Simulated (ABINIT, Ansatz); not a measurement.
## Al2O3 (Corundum): G0W0 with ABINIT, start to end

Wanted: ground state, empty states, screening and self-energy for Al2O3 (Corundum).

Calculated with ABINIT 10.8.3; PBE and many-body steps on it, plane waves.

**The experiments to reproduce.**

- Gap 8.7 eV: optical band gap of host from absorption; optical absorption, quoted from earlier work; bulk crystal (high-purity reference sample) (quoted in “Multi-petahertz electron interference in Cr:Al2O3 solid-state material”, 2018, pmc:5906618).

Report form: the programs' logs are mostly left out.

## Step 1: The structure

It takes space group R-3c (No. 167, trigonal). Conventional cell: a = 4.760 Å, b = 4.760 Å, c = 12.996 Å, α = 90.00°, β = 90.00°, γ = 120.00°. Nearest to Al lie 6 O at 1.85 to 1.97 Å. Nearest to O lie 4 Al at 1.85 to 1.97 Å. Farther neighbours and most contacts between anions are not listed.

The cell and positions come from the Crystallography Open Database and are kept as given unless a step says otherwise.

## Step 2: Ground state

This step: ABINIT 10.8.3; DFT, PBE, plane waves, norm-conserving pseudopotentials.

The ground-state density comes first.

File run.abi:

```
acell 3*1.0 Angstrom
rprim 
  2.380249999995 1.374237978213 4.331866666707
  -2.380249999995 1.374237978213 4.331866666707
  -0.000000000000 -2.748475956495 4.331866666685
ntypat 2
znucl 13 8
natom 10
typat 1 1 1 1 2 2 2 2 2 2
xred 
  0.352160000000 0.352160000000 0.352160000000
  0.147840000000 0.147840000000 0.147840000000
  0.647840000000 0.647840000000 0.647840000000
  0.852160000000 0.852160000000 0.852160000000
  0.556680000000 0.943320000000 0.250000000000
  0.250000000000 0.556680000000 0.943320000000
  0.943320000000 0.250000000000 0.556680000000
  0.443320000000 0.056680000000 0.750000000000
  0.750000000000 0.443320000000 0.056680000000
  0.056680000000 0.750000000000 0.443320000000
pp_dirpath "pseudos"
pseudos "Al.upf, O.upf"
ecut 36
ngkpt 6 6 6
nshiftk 1
shiftk 0 0 0
kptopt 1
chksymbreak 0
nband 33
occopt 1
tolvrs 1e-10
nstep 60
prtwf 0
optforces 0
optstress 0
indata_prefix "in"
outdata_prefix "out"
tmpdata_prefix "tmp"
```

Launch:

```sh
$ OMP_NUM_THREADS=1 mpirun -n 4 abinit run.abi > log
```

Wall time 70 s (4 MPI ranks of Arm Neoverse V2, shared host); peak memory 0.47 GiB; 4.6 min of CPU time.

This step gave:

```
total energy               : -2969.2589 eV
gap                        : 6.266 eV
k of the valence top       : 0, 0, 0
k of the conduction bottom : 0, 0, 0
least direct gap           : 6.266 eV
```

The gap is direct, at Γ.

## Step 3: Empty states on the mesh, 2×2×2 mesh, 178 bands

The sums over transitions need many empty states on a uniform mesh; this step solves for them.

run.abi: that of step 2 with these lines changed.

```diff
@@ -23,3 +23,3 @@
 ecut 36
-ngkpt 6 6 6
+ngkpt 2 2 2
 nshiftk 1
@@ -28,9 +28,10 @@
 chksymbreak 0
-nband 33
-occopt 1
-tolvrs 1e-10
+iscf -2
+irdden 1
+istwfk *1
+nband 178
+nbdbuf 16
+tolwfr 1e-09
 nstep 60
-prtwf 0
-optforces 0
-optstress 0
+prtvol 0
 indata_prefix "in"
```

It took 44 s on 4 MPI ranks; peak memory 0.41 GiB.

Numbers from this step:

* gap: 6.266 eV
* k of the valence top: 0, 0, 0
* k of the conduction bottom: 0, 0, 0
* least direct gap: 6.266 eV
* k points computed: 4
* lowest point of the top converged band, above the valence top: 69.1624 eV

On this mesh the gap is 6.266 eV.

## Step 4: Screening, 2×2×2 mesh, 162 bands, screening to 176.9 eV

The RPA dielectric matrix is built and inverted for each q.

This step: RPA screening on PBE, plane waves, norm-conserving pseudopotentials.

run.abi: that of step 3 with these lines changed.

```diff
@@ -28,10 +28,11 @@
 chksymbreak 0
-iscf -2
-irdden 1
 istwfk *1
-nband 178
-nbdbuf 16
-tolwfr 1e-09
-nstep 60
-prtvol 0
+occopt 1
+irdwfk 1
+optdriver 3
+nband 162
+ecuteps 6.5
+inclvkb 2
+awtr 1
+symchi 1
 indata_prefix "in"
```

The job ended after 42 s (4 MPI ranks; peak memory 1.5 GiB).

This step gave:

* ε∞ with local fields, on this mesh, along the program's q direction: 3.103
* the same without local fields: 3.330
* plasma frequency: 27.90 eV
* plane waves in the screening matrix: 453

Local fields lower ε∞ by 7 %. On a Γ-centred mesh this coarse the value itself is usually too large, while a short band sum pulls it down.

## Step 5: Self-energy, 2×2×2 mesh, 162 bands, screening to 176.9 eV

The self-energy is evaluated for the states that the input lists, and the levels follow from it, in one-shot runs by the linearised quasiparticle equation.

This step: G0W0 on PBE, plane waves, norm-conserving pseudopotentials.

run.abi: that of step 4 with these lines changed.

```diff
@@ -31,8 +31,15 @@
 irdwfk 1
-optdriver 3
+optdriver 4
 nband 162
+gwcalctyp 0
+ecutsigx 36
+symsigma 1
+nkptgw 1
+kptgw 
+  0.0000000000 0.0000000000 0.0000000000
+bdgw 
+  22 26
 ecuteps 6.5
-inclvkb 2
-awtr 1
-symchi 1
+irdscr 1
+ppmodel 1
 indata_prefix "in"
```

Elapsed: 9.4 s, on 4 MPI ranks; peak memory 1.3 GiB; 37 s of CPU time.

Numbers from this step:

| Property | Result |
| --- | --- |
| G0W0 gap on the points computed | 8.357 eV |
| starting gap on the mesh | 6.266 eV |
| k of the valence top | 0, 0, 0 |
| k of the conduction bottom | 0, 0, 0 |
| Z at the valence top | 0.821 |
| Z at the conduction bottom | 0.856 |
| least direct G0W0 gap on the computed points | 8.357 eV |

The gap on the mesh goes from 6.27 eV to 8.36 eV, a correction of +2.09 eV.

Limits: finite bands, cutoff and mesh; coarse k mesh. v1 is the top filled band, c1 the lowest empty one. Levels before and after the correction, in eV, zero at the valence-band top of each column:

|  | conduction bottom | valence top |
| --- | --- | --- |
| Kohn-Sham | 6.27 | 0.00 |
| G0W0 | 8.36 | 0.00 |

|  | level | energy (eV) |
| --- | --- | --- |
| Kohn-Sham | Γ v3-v2 | -0.045 |
| Kohn-Sham | Γ v1 | 0.000 |
| Kohn-Sham | Γ c1 | 6.266 |
| Kohn-Sham | Γ c2 | 9.188 |
| G0W0 | Γ v3-v2 | -0.059 |
| G0W0 | Γ v1 | 0.000 |
| G0W0 | Γ c1 | 8.357 |
| G0W0 | Γ c2 | 11.247 |

## Step 6: Where the time went

Times are wall times on 4 MPI ranks of Arm Neoverse V2, shared host, good to a factor of about two.

| step | time | share | memory (GiB) |
| --- | --- | --- | --- |
| ground state | 70 s | 42 % | 0.47 |
| empty states on the mesh | 44 s | 27 % | 0.41 |
| screening | 42 s | 25 % | 1.5 |
| self-energy | 9.4 s | 6 % | 1.3 |

## Step 7: Results

| Item | Value |
| --- | --- |
| PBE gap | 6.27 eV, direct |
| G0W0 gap on the mesh | 8.36 eV |
| GW settings | 2×2×2 mesh, 162 bands, screening to 176.9 eV, Godby-Needs plasmon pole |
| known limits | not at the basis limit; coarse k mesh |

In words: G0W0 moves the gap on the mesh from 6.27 eV to 8.36 eV (+2.09 eV), with Z of 0.82 and 0.86 at the edges. Local fields lower the RPA ε∞ on this mesh from 3.33 to 3.10; a Γ-centred mesh this coarse tends to raise both, most where the direct gap is narrow, while a short band sum lowers them. Only 1 of the mesh's irreducible points was corrected, so a valley elsewhere could overtake. The dearest step here is «ground state». Against experiment, by G0W0@PBE: the gap of 8.36 eV lies −0.34 eV from the measured 8.7 eV (optical, quoted 2018). An exciton line or allowed optical edge lies below the quasiparticle gap by the binding energy; a forbidden edge can push the onset above it. The calculation has static nuclei and no excitons; a measured gap holds zero-point and thermal motion, which mostly lowers it. Bands and cutoff are finite, so the gap is not at the basis limit. The miss can reach some tenths of an eV and take either sign; the mesh is an error of its own. In the G0W0 run levels were corrected at 1 k point alone, so a gap called «on the mesh» is the least over those, and an edge elsewhere would be missed. The 2×2×2 mesh is coarse for this cell, which bears on the long-range parts of exchange and screening.

[Paths, hosts, dates, memory and timing lines, banners, echoed tables and standing remarks are left out of the program output.]

[Logs are printed without paths, hosts, clocks, repeated set-up lines and the standing remarks that a program may print on its own settings, such as how far it seeks lower states.]

[Runs of the session that timed out or met a known fault of the program may be left out.]

[Hosts, paths, dates, database ids (printed as entryN), source tags and the programs' standing remarks are cut or masked in the printed files.]

[G0W0 gaps are taken among the corrected bands and points alone; a level outside them can change the order at an edge.]

[Where Ansatz stands beside ABINIT at settings called matched, ABINIT's density can come from a denser mesh and the files from another edition; pairs whose starting gaps differed by over 0.03 eV were left out, so agreement reads better than it is.]
